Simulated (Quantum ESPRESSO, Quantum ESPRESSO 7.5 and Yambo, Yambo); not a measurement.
# Excitons of ZrSe3 (P2_1/m) on ever denser meshes

Aim: follow the lowest exciton of ZrSe3 (P2_1/m) as the mesh is refined.

Method: PBEsol and many-body steps on it, plane waves, in Quantum ESPRESSO 7.5 and Yambo 5.3.0.

## Step 1: Set-up

It takes space group P2_1/m (No. 11, monoclinic). The conventional cell has a = 5.411 Å, b = 3.749 Å, c = 9.444 Å, α = 90.00°, β = 97.48°, γ = 90.00°. Nearest to Zr lie 8 Se at 2.72 to 2.87 Å. Nearest to Se lie 4 Zr at 2.72 to 2.87 Å. Nearest to Se lie 1 Se at 2.34 Å and 2 Zr at 2.73 Å. Se has 1 Se at 2.34 Å and 2 Zr at 2.74 Å nearest. Farther neighbours and most contacts between anions are not listed.

As a file:

```cif
data_structure
_symmetry_space_group_name_H-M 'P2_1/m'
_symmetry_Int_Tables_number 11
_cell_length_a 5.4109
_cell_length_b 3.7488
_cell_length_c 9.4440
_cell_angle_alpha 90.000
_cell_angle_beta 97.480
_cell_angle_gamma 90.000
_cell_volume 189.94
loop_
_atom_site_label
_atom_site_type_symbol
_atom_site_symmetry_multiplicity
_atom_site_Wyckoff_symbol
_atom_site_fract_x
_atom_site_fract_y
_atom_site_fract_z
_atom_site_occupancy
Zr1 Zr 2 e 0.28500 0.25000 0.65600 1
Se1 Se 2 e 0.76200 0.25000 0.55400 1
Se2 Se 2 e 0.45600 0.25000 0.17400 1
Se3 Se 2 e 0.88800 0.25000 0.16900 1
```

The cell and positions come from the Crystallography Open Database and are kept as given unless a step says otherwise.

## Step 2: Empty states on the mesh, 2×4×2 mesh, 214 bands

This step: Quantum ESPRESSO 7.5; DFT, PBEsol, plane waves, norm-conserving pseudopotentials.

The sums over transitions need many empty states on a uniform mesh; this step solves for them.

pw.in

```
&control
  calculation = 'nscf'
  prefix = 'x'
  outdir = 'o'
  pseudo_dir = 'pseudo'
/
&system
  ibrav = 0
  nat = 8
  ntyp = 2
  ecutwfc = 104.0
  nbnd = 214
  force_symmorphic = .true.
/
&electrons
  conv_thr = 1e-9
  electron_maxstep = 80
  diago_full_acc = .true.
  diago_thr_init = 5e-6
/
ATOMIC_SPECIES
  Zr 91.224 Zr.upf
  Se 78.971 Se.upf
CELL_PARAMETERS angstrom
  5.4109000000 -0.0000000000 -0.0000000000
  -0.0000000000 3.7488000000 0.0000000000
  -1.2294209091 0.0000000000 9.3636349901
ATOMIC_POSITIONS crystal
  Zr 0.2850000000 0.2500000000 0.6560000000
  Zr 0.7150000000 0.7500000000 0.3440000000
  Se 0.7620000000 0.2500000000 0.5540000000
  Se 0.2380000000 0.7500000000 0.4460000000
  Se 0.4560000000 0.2500000000 0.1740000000
  Se 0.5440000000 0.7500000000 0.8260000000
  Se 0.8880000000 0.2500000000 0.1690000000
  Se 0.1120000000 0.7500000000 0.8310000000
K_POINTS automatic
  2 4 2 0 0 0
```

On the command line:

```console
> OMP_NUM_THREADS=1 mpirun -n 8 pw.x -nk 4 -in pw.in > pw.out
```

Output:

```text
Program PWSCF v.7.5 starts

     This program is part of the open-source Quantum ESPRESSO suite
     for quantum simulation of materials; please cite
         "P. Giannozzi et al., J. Phys.:Condens. Matter 21 395502 (2009);
         "P. Giannozzi et al., J. Phys.:Condens. Matter 29 465901 (2017);
         "P. Giannozzi et al., J. Chem. Phys. 152 154105 (2020);
     in publications or presentations arising from this work. More details at

     Atomic positions and unit cell read from directory:
     o/x.save/

     Message from routine setup:
[...]
6.3942   6.7318   7.1761   7.6777   7.8281   8.7232   8.8591   9.0417
     [... 15 further rows ...]
    45.3108  45.6677  46.0340  46.3318  46.4342  46.5654  46.7562  47.1856
    47.3434  47.6138  47.9183  48.3225  48.3341  48.4104

          k = 0.0000 0.3608-0.2889 ( 22962 PWs)   bands (ev):

     [... further k-points ...]

     highest occupied, lowest unoccupied level (ev):    10.5070   10.8367

     XML data file, pseudopotentials, collected wavefunctions

=------------------------------------------------------------------------------=
   JOB DONE.
=------------------------------------------------------------------------------=
```

Run time: 76 s. Hardware: 8 MPI ranks of Arm Neoverse V2, shared host; peak memory 2.3 GiB; 10 min of CPU time.

This step gave:

* gap: 0.3297 eV
* k of the valence top: 0, 0, 0
* k of the conduction bottom: -0.5, 0, 0
* least direct gap: 0.6027 eV
* k points computed: 12
* lowest point of the top converged band, above the valence top: 36.83 eV

On this mesh the gap is 0.330 eV.

The density comes from a self-consistent run that is not shown.

## Step 3: Conversion and set-up

This step: Yambo 5.3.0; conversion and set-up on PBEsol, plane waves, norm-conserving pseudopotentials.

The states are converted to the many-body program's format and the q mesh is built.

On the command line:

```console
> (cd o/x.save; p2y > p2y.log; mv SAVE ../..); yambo > setup.log
```

Output:

```text
 Yambo, version 5.3.0

 [02] CORE Variables Setup
 =========================

  [02.01] Unit cells
  ==================

  Cell kind             :  Unknown
  Atoms in the cell     :  Zr  Se
  number of Zr atoms    :  2
  number of Se atoms    :   6

  List of atomic masses
  Mass of Zr    :  91.22400
  Mass of Se    :  78.97100

  List of atomic coordinates    : [cc]
  Zr1       :   1.39009   1.77105  11.60773  order 1
  Zr2       :  6.511756  5.313154  6.086979  order 2
  Se1       :  6.504450  1.771051  9.802867  order 3
  Se2       :  1.397400  5.313154  7.891839  order 4
[...]
K/Q-points units:
 rlu = crystal or reduced units; cc = cartesian coordinates; iku = interal k-units

 Q [ 1]         [rlu]:  0.000000  0.000000  0.000000
 Q [ 2]         [rlu]: -0.49964E-17   0.0000     -0.50000
 Q [ 3]         [rlu]:  0.000000  0.250000  0.000000
[...]
Q [ 8]         [rlu]:  0.500000  0.000000 -0.500000
 Q [ 9]         [rlu]: -0.50000      0.25000      0.59754E-16
 Q [10]         [rlu]:  0.500000  0.250000 -0.500000
 Q [11]         [rlu]: -0.50000     -0.50000      0.59754E-16
 Q [12]         [rlu]:  0.500000  0.500000 -0.500000

  [03.01] X indexes
  =================

   [03.01.01] Sigma indexes
   ========================

 [06] Game Over & Game summary
```

Run time: 4.4 s. Hardware: 1 MPI rank; peak memory 0.28 GiB.

## Step 4: Screening and self-energy, 2×4×2 mesh, 214 bands, screening to 88.4 eV

Now the one-shot GW correction: screening in the RPA, then the self-energy of the levels asked for.

This step: G0W0 on PBEsol, plane waves, norm-conserving pseudopotentials.

gw1.in

```
HF_and_locXC
gw0
dyson
ppa
em1d
rim_cut
RandQpts= 1000000
RandGvec= 1 RL
EXXRLvcs= 104 Ry
VXCRLvcs= 416 Ry
Chimod= "HARTREE"
% BndsRnXp
 1 | 214 |
%
NGsBlkXp= 6.5 Ry
% LongDrXp
 1 | 1 | 1 |
%
% GbndRnge
 1 | 214 |
%
DysSolver= "n"
ExtendOut
PPAPntXp= 27.21138 eV
% QPkrange
 1 | 1 | 83 | 86 |
 7 | 7 | 83 | 86 |
 2 | 2 | 83 | 86 |
%
```

On the command line:

```console
> OMP_NUM_THREADS=2 mpirun -n 4 yambo -F gw1.in -J gw1 -C gw1 > gw1.log
```

Output:

```text
 Yambo, version 5.3.0

 [02] CORE Variables Setup
 =========================

  [... cell, symmetries and grids as in the set-up ...]

  [02.05] Energies & Occupations
  ==============================

  [X] === General ===
  [X] Electronic Temperature                        :  0.000000  0.000000 [eV K]
  [X] Bosonic    Temperature                        :  0.000000  0.000000 [eV K]
  [X] Finite Temperature mode                       : no
  [X] El. density                                   :  0.88451E+24 [cm-3]
[...]
QP @ state[ 1 ] b range                          :   83   86
   QP @ state[ 2 ] K range                          :   7   7
   QP @ state[ 2 ] b range                          :   83   86
   GF energies kind                                 : Perdew, Burke & Ernzerhof SOL(X)+Perdew, Burke & Ernzerhof SOL(C)
   GF WF`s kind                                     : Perdew, Burke & Ernzerhof SOL(X)+Perdew, Burke & Ernzerhof SOL(C)
   Xs energies kind                                 : Perdew, Burke & Ernzerhof SOL(X)+Perdew, Burke & Ernzerhof SOL(C)
   Xs WF`s kind                                     : Perdew, Burke & Ernzerhof SOL(X)+Perdew, Burke & Ernzerhof SOL(C)

 [11] Game Over & Game summary
```

Wall time 7 min (4 MPI ranks); peak memory 14 GiB.

Numbers from this step:

* G0W0 gap on the points computed: 0.8915 eV
* starting gap on the mesh: 0.3297 eV
* k of the valence top: 0, 0, 0
* k of the conduction bottom: -0.5, 0, 0
* least direct G0W0 gap on the computed points: 1.197 eV

The gap on the mesh goes from 0.33 eV to 0.89 eV, a correction of +0.56 eV.

The gap opens by 0.562 eV; the next steps shift the empty bands rigidly by 0.594 eV, the correction at the start's least direct gap.

## Step 5: Excitons

Light makes an electron and a hole together. The Bethe-Salpeter equation adds their screened attraction and their exchange, in a window of bands around the gap.

This step: Bethe-Salpeter equation on PBEsol with a scissors shift, plane waves, norm-conserving pseudopotentials.

bse3.in

```
optics
bss
bse
em1s
dipoles
rim_cut
RandQpts= 1000000
RandGvec= 1 RL
Chimod= "HARTREE"
BSKmod= "SEX"
BSEmod= "resonant"
BSSmod= "d"
BSENGexx= 30 Ry
BSENGBlk= 6 Ry
% BSEQptR
 1 | 1 |
%
% BSEBands
 71 | 96 |
%
% BEnRange
 0 | 6 | eV
%
% BDmRange
 0.1 | 0.1 | eV
%
BEnSteps= 121
% BLongDir
 1 | 0 | 0 |
%
% BndsRnXs
 1 | 144 |
%
NGsBlkXs= 6 Ry
% LongDrXs
 1 | 1 | 1 |
%
% KfnQP_E
 0.594 | 1.0 | 1.0 |
%
WRbsWF
```

On the command line:

```console
> OMP_NUM_THREADS=2 mpirun -n 4 yambo -F bse3.in -J bse3 -C bse3 > bse3.log
```

Output:

```text
 Yambo, version 5.3.0

 [02] CORE Variables Setup
 =========================

  [... cell, symmetries and grids as in the set-up ...]

  [02.05] Energies & Occupations
  ==============================

  [X] === General ===
  [X] Electronic Temperature                        :  0.000000  0.000000 [eV K]
  [X] Bosonic    Temperature                        :  0.000000  0.000000 [eV K]
  [X] Finite Temperature mode                       : no
  [X] El. density                                   :  0.88451E+24 [cm-3]
  [X] Fermi Level                                   :  10.50703 [eV]

  [X] === Gaps and Widths ===
  [X] Conduction Band Min                           :  0.329666 [eV]
  [X] Valence Band Max                              :  0.000000 [eV]
  [X] Filled Bands                                  :   84
  [X] Empty Bands                                   :   85  214
  [X] Direct Gap                                    :  0.602750 [eV]
  [X] Direct Gap localized at k                     :  2
  [X] Indirect Gap                                  :  0.329666 [eV]
  [X] Indirect Gap between kpts                     :   1   7
  [X] Last valence band width                       :  1.419693 [eV]
  [X] 1st conduction band width                     :  2.112716 [eV]

 [03] Transferred momenta grid and indexing
 ==========================================

 [BZ sampling] Q-grid is User defined and/or read from the database

 IBZ Q-points                                      :  12
 BZ  Q-points                                      :  16

 K/Q-points units:
 rlu = crystal or reduced units; cc = cartesian coordinates; iku = interal k-units

 Q [ 1]         [rlu]:  0.000000  0.000000  0.000000
 Q [ 2]         [rlu]: -0.49964E-17   0.0000     -0.50000
 Q [ 3]         [rlu]:  0.000000  0.250000  0.000000
 Q [ 4]         [rlu]: -0.49964E-17  0.25000     -0.50000
 Q [ 5]         [rlu]:  0.000000 -0.500000  0.000000
 Q [ 6]         [rlu]: -0.49964E-17 -0.50000     -0.50000
 Q [ 7]         [rlu]: -0.50000       0.0000      0.59754E-16
 Q [ 8]         [rlu]:  0.500000  0.000000 -0.500000
 Q [ 9]         [rlu]: -0.50000      0.25000      0.59754E-16
 Q [10]         [rlu]:  0.500000  0.250000 -0.500000
 Q [11]         [rlu]: -0.50000     -0.50000      0.59754E-16
 Q [12]         [rlu]:  0.500000  0.500000 -0.500000

  [03.01] X + BSE indexes
  =======================

   [03.01.01] Sigma indexes
   ========================

 [04] Coloumb potential Random Integration (RIM)
 ===============================================

  [04.01] RIM initialization
  ==========================

  * Diagonal components only detected *

  8 x (sBL volume)        :  0.096762 [a.u.]
  sBZ random points       :  1000000
  Points outside the sBZ  :   7993225
  RL volume               :  0.193525 [a.u.]
  Integrated volume       :  0.193689 [a.u.]

  [04.02] RIM integrals
  =====================

  Gamma point sphere radius             :  0.083276 [a.u.]
  Points outside the sphere             :   799794
  [Int_sBZ(q=0) 1/q^2]*(Vol_sBZ)^(-1/3) =:  7.483392
                                 should be <:  7.795600

  Summary of Coulomb integrals for non-metallic bands |Q|[au] RIM/Bare

  Q [1] 0.100000E-4 0.959951 * Q [2] 0.177544 0.867115
  Q [3] 0.221732 1.005740 * Q [4] 0.284055 0.994780
  Q [7] 0.309880 1.179383 * Q [8] 0.336486 1.132517
  Q [9] 0.381039 1.091490 * Q [10] 0.402974 1.072616
  Q [5] 0.443464 1.007706 * Q [6] 0.477685 1.004426
  Q [11] 0.541005 1.025187 * Q [12] 0.556672 1.022218

 [05] External/Internal QP corrections
 =====================================

 [QP_apply] Action to be applied: USER defined scissor

  [05.01]  QP corrections report
  ==============================

  [K+QP] === General ===
  [K+QP] Electronic Temperature                     :  0.000000  0.000000 [eV K]
  [K+QP] Bosonic    Temperature                     :  0.000000  0.000000 [eV K]
  [K+QP] Finite Temperature mode                    : no
  [K+QP] El. density                                :  0.88451E+24 [cm-3]
[...]
[coarse-grid] Minimum Gap Correction  [ev]:  0.594000

  Eqp @ K [ 1]
  -207.6635 -207.6635 -207.6489 -207.6489 -206.8667 -206.8667 -147.4989 -147.4989
  -147.4854 -147.4854 -147.2661 -147.2661 -147.2596 -147.2596 -147.2501 -147.2501
  -147.2438 -147.2438 -146.5532 -146.5532 -146.5463 -146.5463 -146.5320 -146.5320
  -48.97931 -48.97869 -47.92421 -47.92420 -47.83157 -47.83155 -47.81876 -47.81875
  -47.81338 -47.81333 -47.78599 -47.78598 -47.77771 -47.77765 -47.59299 -47.59282
  -47.58963 -47.58962 -47.57485 -47.57479 -47.57185 -47.57184 -46.95365 -46.95218
[...]
[... 9 further rows ...]
[...]
Eqp @ K [ 2]
[...]
[... 9 further rows ...]
[...]
Eqp @ K [ 3]
[...]
[... 9 further rows ...]
[...]
Eqp @ K [ 4]
[...]
[... 9 further rows ...]
[...]
Eqp @ K [ 5]
[...]
[... 9 further rows ...]
[...]
Eqp @ K [ 6]
[...]
[... 9 further rows ...]
[...]
Eqp @ K [ 7]
[...]
[... 9 further rows ...]
[...]
Eqp @ K [ 8]
[...]
[... 9 further rows ...]
[...]
Eqp @ K [ 9]
[...]
-3.531314 -3.385318 -3.042026 -2.960291 -2.497210 -2.387714 -2.110217 -1.870380
     [... 69 further rows ...]
   24.52622  24.52638  25.38162  25.38165  25.61254  25.61259  25.79338  25.79340
   26.07568  26.07575  26.70555  26.70559  27.45653  27.45663  27.68232  27.68233

 [06] Dipoles
 ============

  [06.01] Setup: observables and procedures
  =========================================

  [WARNING] [x,Vnl] slows the Dipoles computation. To neglect it rename the ns.kb_pp file

  [WARNING] [r,Vnl^pseudo] included in position and velocity dipoles.

  [WARNING] In case H contains other non local terms, these are neglected

 [07] Static Dielectric Matrix
 =============================

 [WR./bse3//ndb.em1s]------------------------------------------------------------
  Brillouin Zone Q/K grids (IBZ/BZ)                :  12  16  12  16
  RL vectors                                       :  26941 [WF]
  Coulomb cutoff potential                         : none
  Electronic Temperature                           :  0.000000 [K]
  Bosonic    Temperature                           :  0.000000 [K]
  Static diel. fun.  energies                      : Perdew, Burke & Ernzerhof SOL(X)+Perdew, Burke & Ernzerhof SOL(C)
  wavefunctions                                    : Perdew, Burke & Ernzerhof SOL(X)+Perdew, Burke & Ernzerhof SOL(C)
  Global Gauge                                     : length
  X matrix size                                    :  307
  X band range                                     :    1  144
  X e/h energy range                               : -1.000000 -1.000000 [eV]
  X Time ordering                                  : T
  X Hxc Kernel                                     : HARTREE
  X Drude frequency                                :  0.000000  0.000000
  X poles                                          :  100.0000 [o/o]
  RL vectors in the sum                            :  26941
  [r,Vnl] included                                 : yes
  Field direction                                  :  0.577350E-5  0.577350E-5  0.577350E-5
  BZ energy Double Grid                            : no
  BZ energy DbGd points                            : 0
  BZ Q point size factor                           : -1.000000
  X Optical Averaged directions                    : none

 [08] Bethe Salpeter Equation driver
 ===================================

  [08.01] Bethe Salpeter Equation @q1
  ===================================

   [08.01.01] Transition pre-analysis @q1
   ======================================

   [08.01.02] Transition Groups build-up @q1
   =========================================

   [BSK] Transition groups (total):  24
   [BSK] Size (resonant):  2688
   [BSK]         (total):  2688
   [BSK] N. of matrices :  1

   [08.01.03] Loading Dipoles @q1
   ==============================

   [08.01.04] Independent Particles properties @q1
   ===============================================

   ==========================================================

   [BSE] Exchange components :   3525
   [BSE] Correlation components :   307   925

    [08.01.05.01] Screened interaction header I/O
    =============================================

    [08.01.05.02] Main kernel loop
    ==============================

    [08.01.05.03] Wave-Function Phases
    ==================================

    [BSE] WF phases found       :  70.83333 [o/o]

   [08.01.06] BSE solver(s) @q1
   ============================

   [08.01.07] Diago Solver @q1
   ===========================

 [11] Game Over & Game summary
```

The job ended after 4.8 min (4 MPI ranks; peak memory 4.2 GiB).

Numbers from this step:

```
transitions in the window                                      : 2688
direct gap of the transition levels                            : 1.197 eV
lowest state                                                   : 0.9480 eV
first strong exciton (over a fiftieth of the strongest listed) : 1.534 eV
binding of the lowest state below the direct gap               : 0.2487 eV
Coulomb term of one mesh cell                                  : 0.1833 eV
```

The binding is 1.4 times the screened Coulomb term of one mesh cell (0.18 eV), so it is not shown settled.

The lowest state lies at 0.948 eV, 0.249 eV under the direct gap.

Lines within 3 meV are set at the lowest of them, and the highest group, which the list may cut short, is left out. Exciton lines, with heights relative to the strongest:

```csv
position (eV),lines merged,"strength, relative"
0.948,1,0.0
1.021,1,0.1
1.045,1,0.0
1.109,1,0.0
1.175,1,0.0
1.195,2,0.0
1.283,1,0.0
1.330,1,0.0
1.424,1,0.0
1.458,1,0.0
1.462,1,0.0
1.470,1,0.0
1.494,1,0.0
1.526,1,0.0
1.534,1,100
1.568,1,0.0
1.663,1,9.2
1.672,1,24
1.688,1,1.9
1.734,2,52
1.778,1,0.0
```

The ε₂ has structure finer than the step of the table below, so its rows give means over 0.2 eV, whole bins alone (the curve runs from 0 to 6 eV). Peaks (eV: height): BSE 2.00: 27.7, 2.70: 27.3, 3.05: 27.9, 3.75: 44.7; no electron-hole interaction 2.25: 25.5, 2.80: 30.0, 4.10: 53.0.

Field along x; broadening 0.1 eV; transition window only. Limits: finite bands, cutoff and mesh; no spin-orbit coupling; coarse k mesh; exciton not shown settled in the k mesh. ε₂ against photon energy; means over each step:

```csv
photon energy (eV),BSE,no electron-hole interaction
0.2,0.335,0.311
0.4,0.399,0.363
0.6,0.487,0.431
0.8,0.615,0.525
1.0,0.821,0.662
1.2,1.22,0.882
1.4,2.41,1.30
1.6,4.85,2.57
1.8,11.1,6.26
2.0,24.0,9.93
2.2,15.9,21.8
2.4,11.8,17.7
2.6,21.5,13.3
2.8,20.7,26.8
3.0,25.3,26.7
3.2,18.1,27.6
3.4,27.3,24.5
3.6,40.6,25.1
3.8,41.6,37.1
4.0,24.0,51.3
4.2,14.4,39.3
4.4,16.2,19.6
4.6,16.6,18.5
4.8,15.1,16.3
5.0,10.1,14.9
5.2,7.79,13.4
5.4,6.71,7.39
5.6,7.00,5.75
5.8,8.68,6.39
```

[end of part 1 of 4]

[Paths, hosts, dates, memory and timing lines, banners, echoed tables and standing remarks are left out of the program output.]

[Logs are printed without paths, hosts, clocks, repeated set-up lines and the standing remarks that a program may print on its own settings, such as how far it seeks lower states.]

[Runs of the session that timed out or met a known fault of the program may be left out.]

[Hosts, paths, dates, database ids (printed as entryN), source tags and the programs' standing remarks are cut or masked in the printed files.]
